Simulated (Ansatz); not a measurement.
# Phonon transport in CeO2 (Fm-3m)

How well does the lattice of CeO2 conduct heat?

Measurements to reproduce:
- thermal conductivity 10.8 W/m/K near room temperature (given in “Predicting the lattice thermal conductivity of solids by solving the Boltzmann transport equation: AFLOW - AAPL an automated, accurate and efficient framework”, 2017, arXiv:1611.05481)

Method: DFT LDA, scalar-relativistic, plane waves, PAW; PAW set soft_1, in Ansatz 0.2.0.

Most raw output is cut from this account.

### 1. The starting structure

Symmetry: Fm-3m, No. 225, cubic system. Conventional cell: a = 5.407 Å, b = 5.407 Å, c = 5.407 Å, α = 90.00°, β = 90.00°, γ = 90.00°. Ce has 8 O at 2.34 Å nearest. O has 4 Ce at 2.34 Å nearest. Farther neighbours and most contacts between anions are not listed.

### 2. Probe on a coarse mesh

Before spending time, one coarse run tells the gap and the pressure of the starting cell.

Input file input.yaml:

```yaml
crystal:
  lattice:
    - [0.0, 2.70365, 2.70365]
    - [2.70365, 0.0, 2.70365]
    - [2.70365, 2.70365, 0.0]
  atoms:
    - { symbol: Ce, position: [0.0, 0.0, 0.0] }
    - { symbol: O, position: [0.25, 0.25, 0.25] }
    - { symbol: O, position: [0.75, 0.75, 0.75] }
kpoints:
  mp_grid: { grid: [6, 6, 6] }
hamiltonian:
  xc: lda
  pseudopotentials: { kind: paw, azcp: { folder: soft_1 }, xc_functional: pbe }
scf:
  occupations: { method: gaussian, width: 0.1 }
  lower_state_search: "off"
output:
  forces: true
  stress: true
  eigenvalues: true
```

Launch:

```bash
$ ansatz run input.yaml --threads 18 --pin off --max-ram 92160MiB --backend cuda --events-out ev --progress --plain --runs-dir out --max-vram 78GiB
```

Wall time 0.85 s (1 × NVIDIA GB200 with 18 threads of Arm Neoverse V2, shared host); peak memory 1.1 GiB; 1.6 s of CPU time.

This step gave:

| Property | Result |
| --- | --- |
| pressure | -5.221 GPa |
| gap on the k-mesh | 2.037 eV |
| volume per atom | 13.18 Å³/atom |

The start is under -5.2 GPa at this level and looks like an insulator or semiconductor on this mesh.

### 3. Finding the static equilibrium

Phonons are second derivatives about a minimum, so cell and atoms are relaxed first, inside the symmetry of the start.

input.yaml, the sections that differ from step 2:

```yaml
kpoints:
  mp_grid: { grid: [10, 10, 10] }
scf:
  occupations: { method: gaussian, width: 0.02 }
  lower_state_search: "off"
relax:
  adjacent_minimum: "off"
  f_tol: 0.005
  max_steps: 80
  cell: { stress_tol: 0.05 }
# crystal, hamiltonian, output: as in step 2
```

Wall time 3.6 s (1 × NVIDIA GB200 with 18 threads); peak memory 1 GiB.

The steps of the relaxation:

| step | energy less that of the first step (eV) | largest force component (eV/Å) | pressure (GPa) | volume (Å³) |
| --- | --- | --- | --- | --- |
| 1 | 0.0000 | 0.0000 | -5.22 | 39.53 |
| 2 | -0.0124 | 0.0000 | 4.44 | 37.72 |
| 3 | -0.0203 | 0.0000 | -0.18 | 38.53 |
| 4 | -0.0204 | 0.0000 | 0.00 | 38.50 |
| 5 | -0.0176 | 0.0000 | -0.13 | 38.50 |
| 6 | -0.0177 | 0.0000 | 0.00 | 38.47 |
| 7* | -0.0175 | 0.0000 | 0.00 | 38.47 |

Relaxation steps marked * repeat the geometry before them on a plane-wave basis chosen anew for their cell, so energy and pressure can jump there. The log counts 2 steps on a newly chosen plane-wave basis, not all of them marked here; energy and pressure can jump at such steps.

Forces are held to the 48 operations that the run works with; a distortion that breaks them can't arise in this run.

| conventional cell, symmetrised | before | after | change |
| --- | --- | --- | --- |
| a (Å) | 5.407 | 5.359 | -0.9 % |
| b (Å) | 5.407 | 5.359 | -0.9 % |
| c (Å) | 5.407 | 5.359 | -0.9 % |
| volume (Å³/atom) | 13.18 | 12.82 | -2.7 % |

The relaxed structure:

```
Ce O
1.0
     0.00000    2.67944    2.67944
     2.67944    0.00000    2.67944
     2.67944    2.67944    0.00000
Ce O
1 2
Direct
  0.00000 0.00000 0.00000
  0.25000 0.25000 0.25000
  0.75000 0.75000 0.75000
```

This step gave:

```yaml
pressure: -0.002909 GPa
gap_on_the_k_mesh: 2.016 eV
volume_per_atom: 12.82 Å³/atom
```

The relaxation ends with a pressure of 0.00 GPa.

### 4. Tight relaxation

The thresholds are tightened for a last relaxation ahead of the phonons, and where mesh or smearing change with them the cell follows.

input.yaml, the sections that differ from step 3:

```yaml
crystal:
  lattice:
    - [0.0, 2.6794360517, 2.6794360517]
    - [2.6794360517, 0.0, 2.6794360517]
    - [2.6794360517, 2.6794360517, 0.0]
  atoms:
    - { symbol: Ce, position: [0.0, 0.0, 0.0] }
    - { symbol: O, position: [0.25, 0.25, 0.25] }
    - { symbol: O, position: [0.75, 0.75, 0.75] }
kpoints:
  mp_grid: { grid: [12, 12, 12] }
scf:
  occupations: { method: fixed }
  lower_state_search: "off"
relax:
  adjacent_minimum: "off"
  f_tol: 0.001
  max_steps: 60
  cell: { stress_tol: 0.01 }
# hamiltonian, output: as in step 3
```

Run time: 1.6 s. Hardware: 1 × NVIDIA GB200 with 18 threads; peak memory 1.1 GiB.

Little changed from the start: no atom moved by 0.005 Å and no cell edge by 0.1 %.

Numbers from this step:

| Item | Value |
| --- | --- |
| pressure | -0.002983 GPa |
| gap on the k-mesh | 1.997 eV |

The residual pressure is -0.0030 GPa, small enough for phonons.

### 5. A faulty attempt

This input was changed on purpose, to see how the program answers.

input.yaml, the sections that differ from step 4:

```yaml
kpoints:
  mp_grid: { grid: [9, 9, 9] }
scf:
  occupations: { method: fixed }
  lower_state_search: "off"
  max_iter: 60
output:
  eigenvalues: true
phonons:
  supercell: [2, 2, 2]
  dielectric: false
  third_order: { supercell: [2, 2, 2], pair_cutoff: 2.47 }
  lattice_thermal_conductivity:
    qmesh: [11, 11, 11]
    temperatures: [300]
    isotope_mass_variance:
      - { species: Ce, variance: 2.25e-05 }
      - { species: O, variance: 3.359e-05 }
# crystal, hamiltonian: as in step 4
# relax: removed
```

Wall time 0.03 s (18 threads); peak memory 0.035 GiB.

The program refused the input before any cycle.

The program's message: “Error: 6 input errors — fix all and re-run
  1. invalid value for `phonons.supercell`: axis 0: the count 2 must divide kpoints.mp_grid.grid dimension 9 — the displaced supercells solve the k-mesh fold …”

The fault put into the input: a k mesh that the supercell doesn't divide.

### 6. Anharmonic force constants and conductivity

The supercell must be wider than twice the pair cutoff, and the number of displaced cells grows with the pairs inside it, which is where the cost lies.

input.yaml, the sections that differ from step 5:

```yaml
kpoints:
  mp_grid: { grid: [12, 12, 12] }
scf:
  occupations: { method: fixed }
  lower_state_search: "off"
phonons:
  method: fd
  dielectric: true
  qmesh: [6, 6, 6]
  temperatures: { t_max: 1000, t_step: 50 }
  qpath:
    path:
      - [[0.0, 0.0, 0.0], [0.5, 0.0, 0.5], [0.5, 0.25, 0.75], [0.375, 0.375, 0.75], [0.0, 0.0, 0.0], [0.5, 0.5, 0.5], [0.625, 0.25, 0.625], [0.5, 0.25, 0.75], [0.5, 0.5, 0.5], [0.375, 0.375, 0.75]]
      - [[0.625, 0.25, 0.625], [0.5, 0.0, 0.5]]
    npoints: 10
  third_order: { supercell: [3, 3, 3], pair_cutoff: 4.791 }
  lattice_thermal_conductivity:
    qmesh: [19, 19, 19]
    temperatures: [100.0, 150.0, 200.0, 300.0, 400.0, 500.0, 600.0, 800.0]
    isotope_mass_variance:
      - { species: Ce, variance: 2.25e-05 }
      - { species: O, variance: 3.359e-05 }
    solution: relaxation_time
# crystal, hamiltonian, output: as in step 5
```

It took 30 min on 1 × NVIDIA GB200 with 18 threads; peak memory 4.8 GiB; 5.7 h of CPU time.

Numbers from this step:

```yaml
lowest_frequency_on_the_path: 0 cm⁻¹
zero_point_energy: 0.1726 eV/cell
point_group: m-3m
highest_frequency: 582.3 cm⁻¹
debye_temperature_from_the_second_moment: 631 K
kappa_at_300_k_relaxation_time: 16.52 W/m/K
dipole_term: run
mean_free_path_at_half_of_kappa: 14.1 nm
share_of_kappa_above_the_three_lowest_branches: 0.266
third_order_blocks: 2787
periodic_aliases_dropped: 612
largest_relative_sum_rule_correction: 0.2049
displaced_cells_third_order: 171
```

LO-TO term included. The phonon branches at the labelled points (cm⁻¹):

```
    point  branch 1  branch 2  branch 3  branch 4  branch 5  branch 6  branch 7  branch 8  branch 9
        Γ         0         0         0       293       293       445       445       445       543
  halfway        90        90       194       272       272       347       448       448       562
        X       142       142       198       248       248       265       448       448       582
  halfway       143       162       205       241       242       296       428       459       575
        W       143       204       204       219       228       371       371       472       567
  halfway       141       185       211       222       249       332       405       465       568
        K       138       178       208       226       288       291       427       453       568
  halfway       107       109       176       267       340       391       396       451       542
        Γ         0         0         0       293       293       445       445       445       543
  halfway        90        90       155       309       309       421       425       425       535
        L       121       121       219       352       352       382       382       410       517
  halfway       128       160       211       279       325       337       403       445       544
        U       138       178       208       226       288       291       427       453       568
  halfway       141       185       211       222       249       332       405       465       568
        W       143       204       204       219       228       371       371       472       567
  halfway       131       168       209       273       289       368       383       454       548
        L       121       121       219       352       352       382       382       410       517
  halfway       128       160       211       279       325       337       403       445       544
        K       138       178       208       226       288       291       427       453       568
jump to U       138       178       208       226       288       291       427       453       568
  halfway       141       154       202       242       259       271       443       450       578
        X       142       142       198       248       248       265       448       448       582
```

Lattice thermal conductivity, RTA xx against temperature:

| temperature (K) | lattice thermal conductivity, RTA xx (W/m/K) |
| --- | --- |
| 100 | 64.9 |
| 150 | 36.0 |
| 200 | 25.5 |
| 300 | 16.5 |
| 400 | 12.4 |
| 500 | 9.96 |
| 600 | 8.37 |
| 800 | 6.40 |

The modes has structure finer than the step of the table below, so its rows give means over 20 cm⁻¹, whole bins alone (the curve runs from -10 to 610 cm⁻¹). Peaks (cm⁻¹: height): Ce 134.2: 0.0378, 208.2: 0.0259; O 286.1: 0.0226, 449.7: 0.0464, 547.1: 0.0233.

Phonopy on the run's constants, 19x19x19 mesh, Gaussian sigma 4.4 cm⁻¹. The modes by wavenumber; means over each step; values in 1/cm⁻¹/cell:

| wavenumber (cm⁻¹) | Ce | O |
| --- | --- | --- |
| 0 | 2.1e-5 | 4.2e-6 |
| 20 | 2.5e-4 | 5.4e-5 |
| 40 | 0.00102 | 2.1e-4 |
| 60 | 0.00240 | 4.6e-4 |
| 80 | 0.00484 | 7.8e-4 |
| 100 | 0.0103 | 0.00118 |
| 120 | 0.0276 | 0.00155 |
| 140 | 0.0294 | 0.00108 |
| 160 | 0.0130 | 8.3e-4 |
| 180 | 0.0121 | 8.9e-4 |
| 200 | 0.0184 | 0.00440 |
| 220 | 0.0140 | 0.00784 |
| 240 | 0.00503 | 0.0133 |
| 260 | 0.00272 | 0.0186 |
| 280 | 0.00268 | 0.0210 |
| 300 | 0.00176 | 0.0197 |
| 320 | 9.0e-4 | 0.0174 |
| 340 | 5.3e-4 | 0.0167 |
| 360 | 3.4e-4 | 0.0149 |
| 380 | 1.3e-4 | 0.0150 |
| 400 | 6.7e-5 | 0.0166 |
| 420 | 1.3e-4 | 0.0185 |
| 440 | 2.5e-4 | 0.0339 |
| 460 | 1.8e-4 | 0.0255 |
| 480 | 3.3e-6 | 0.00131 |
| 500 | 0 | 1.7e-5 |
| 520 | 9.3e-5 | 0.00298 |
| 540 | 0.00118 | 0.0179 |
| 560 | 5.6e-4 | 0.0207 |
| 580 | 6.0e-5 | 0.00633 |

Distinct triplets, nearest first. Third order norms, by row:

| sites | side 1 (Å) | side 2 (Å) | side 3 (Å) | norm of the 27 components (eV/Å³) |
| --- | --- | --- | --- | --- |
| Ce-Ce-Ce | 0 | 0 | 0 | 0 |
| O-O-O | 0 | 0 | 0 | 41.13 |
| Ce-O-O | 0 | 2.32 | 2.32 | 20.28 |
| Ce-O-Ce | 0 | 2.32 | 2.32 | 20.91 |
| Ce-O-O | 2.32 | 2.32 | 2.68 | 1.927 |
| O-O-O | 0 | 2.68 | 2.68 | 6.745 |
| Ce-O-O | 2.32 | 2.32 | 3.79 | 1.847 |
| Ce-O-Ce | 2.32 | 2.32 | 3.79 | 2.949 |
| O-O-O | 2.68 | 2.68 | 3.79 | 0.481 |
| Ce-Ce-Ce | 0 | 3.79 | 3.79 | 7.684 |
| Ce-Ce-Ce | 3.79 | 3.79 | 3.79 | 0.732 |
| O-O-O | 0 | 3.79 | 3.79 | 1.67 |
| O-O-O | 3.79 | 3.79 | 3.79 | 0.059 |
| O-O-O | 3.79 | 3.79 | 3.79 | 0.159 |
| Ce-O-O | 2.32 | 2.68 | 4.44 | 0.797 |
| Ce-O-O | 2.32 | 3.79 | 4.44 | 0.388 |
| Ce-O-Ce | 2.32 | 3.79 | 4.44 | 0.722 |
| Ce-O-O | 0 | 4.44 | 4.44 | 0.987 |
| Ce-O-O | 3.79 | 4.44 | 4.44 | 0.162 |
| Ce-O-O | 3.79 | 4.44 | 4.44 | 0.065 |
| Ce-O-O | 2.68 | 4.44 | 4.44 | 0.236 |
| Ce-O-Ce | 3.79 | 4.44 | 4.44 | 0.238 |
| Ce-O-Ce | 3.79 | 4.44 | 4.44 | 0.176 |
| Ce-O-Ce | 0 | 4.44 | 4.44 | 1.239 |
| Ce-O-O | 2.32 | 2.32 | 4.64 | 0.975 |
| O-O-O | 2.68 | 3.79 | 4.64 | 0.131 |
| O-O-O | 2.68 | 3.79 | 4.64 | 0.221 |
| Ce-O-O | 4.44 | 4.44 | 4.64 | 0.122 |
| Ce-O-O | 2.32 | 4.44 | 4.64 | 0.22 |
| O-O-O | 0 | 4.64 | 4.64 | 0.374 |

Born charge (rows field, columns displacement) (e), principal values of the symmetric part by kind of site:

```csv
atom,atoms with these values,low,middle,high,mean
Ce1,1,5.77,5.77,5.77,5.77
O2,2,-2.89,-2.89,-2.89,-2.89
```

In full for O2:

```
-2.89  0.00  0.00
 0.00 -2.89  0.00
 0.00  0.00 -2.89
```

RTA, 300 K. Kappa by branch, by row:

| branch (by rank) | mean frequency (THz) | mean rms speed (km/s) | median lifetime (ps) | share of kappa |
| --- | --- | --- | --- | --- |
| 1 | 3.58 | 1.38 | 4.7 | 0.168 |
| 2 | 4.23 | 2.74 | 3.21 | 0.288 |
| 3 | 5.97 | 2.3 | 1.62 | 0.278 |
| 4 | 7.96 | 2.79 | 0.958 | 0.056 |
| 5 | 8.91 | 3.56 | 0.888 | 0.073 |
| 6 | 10.38 | 4.09 | 0.884 | 0.091 |
| 7 | 12.38 | 2.68 | 0.827 | 0.037 |
| 8 | 13.49 | 1.17 | 0.762 | 0.007 |
| 9 | 16.56 | 1.26 | 0.221 | 0.002 |

Table of spectral kappa at 300 K, relaxation time (W/m/K/THz) by frequency; read off at these points:

```csv
frequency (THz),"spectral kappa at 300 K, relaxation time (W/m/K/THz)"
0.25,0
0.75,1.67
1.25,3.27
2.25,2.44
2.75,2.42
3.25,2.47
3.75,2.21
4.25,2.07
4.75,1.56
5.75,0.773
6.25,0.546
6.75,0.326
7.25,0.440
7.75,0.610
8.25,0.852
8.75,1.06
9.25,1.03
9.75,0.930
10.25,0.781
10.75,0.803
11.25,0.491
11.75,0.580
12.75,0.265
13.25,0.154
13.75,0.0657
14.25,0.00176
14.75,0
15.25,0
16.25,0.0259
16.75,0.0199
17.25,0.00477
```

Relaxation-time solution. Table of share of κ carried by shorter paths by mean free path:

```
mean free path (nm)  100 K  300 K  800 K
              0.316      0  0.001  0.005
              0.464      0  0.002  0.012
              0.681      0  0.002   0.03
                  1      0  0.005  0.088
               1.47      0  0.012  0.268
               2.15      0  0.035  0.369
               3.16      0  0.096  0.443
               4.64  0.001   0.27  0.525
               6.81  0.003  0.345  0.587
                 10  0.012  0.426  0.639
               14.7  0.036  0.506  0.697
               21.5  0.086  0.567  0.759
               31.6   0.11  0.622  0.793
               46.4  0.179  0.682  0.861
               68.1  0.279  0.747  0.904
                100  0.363    0.8  0.929
                147  0.421  0.856  0.954
                215   0.49  0.899      1
                316  0.563  0.921      1
                464  0.615  0.962      1
                681  0.694      1      1
               1000  0.752      1      1
               1470  0.827      1      1
               2150  0.827      1      1
               3160  0.891      1      1
               4640      1      1      1
```

(Continued in part 2 of 2.)

[Logs are printed without paths, hosts, clocks, repeated set-up lines and the standing remarks that a program may print on its own settings, such as how far it seeks lower states.]

[Hosts, paths, dates, database ids (printed as entryN), source tags and the programs' standing remarks are cut or masked in the printed files.]

[A step with changed settings may run another functional than the one named; its input shows which.]
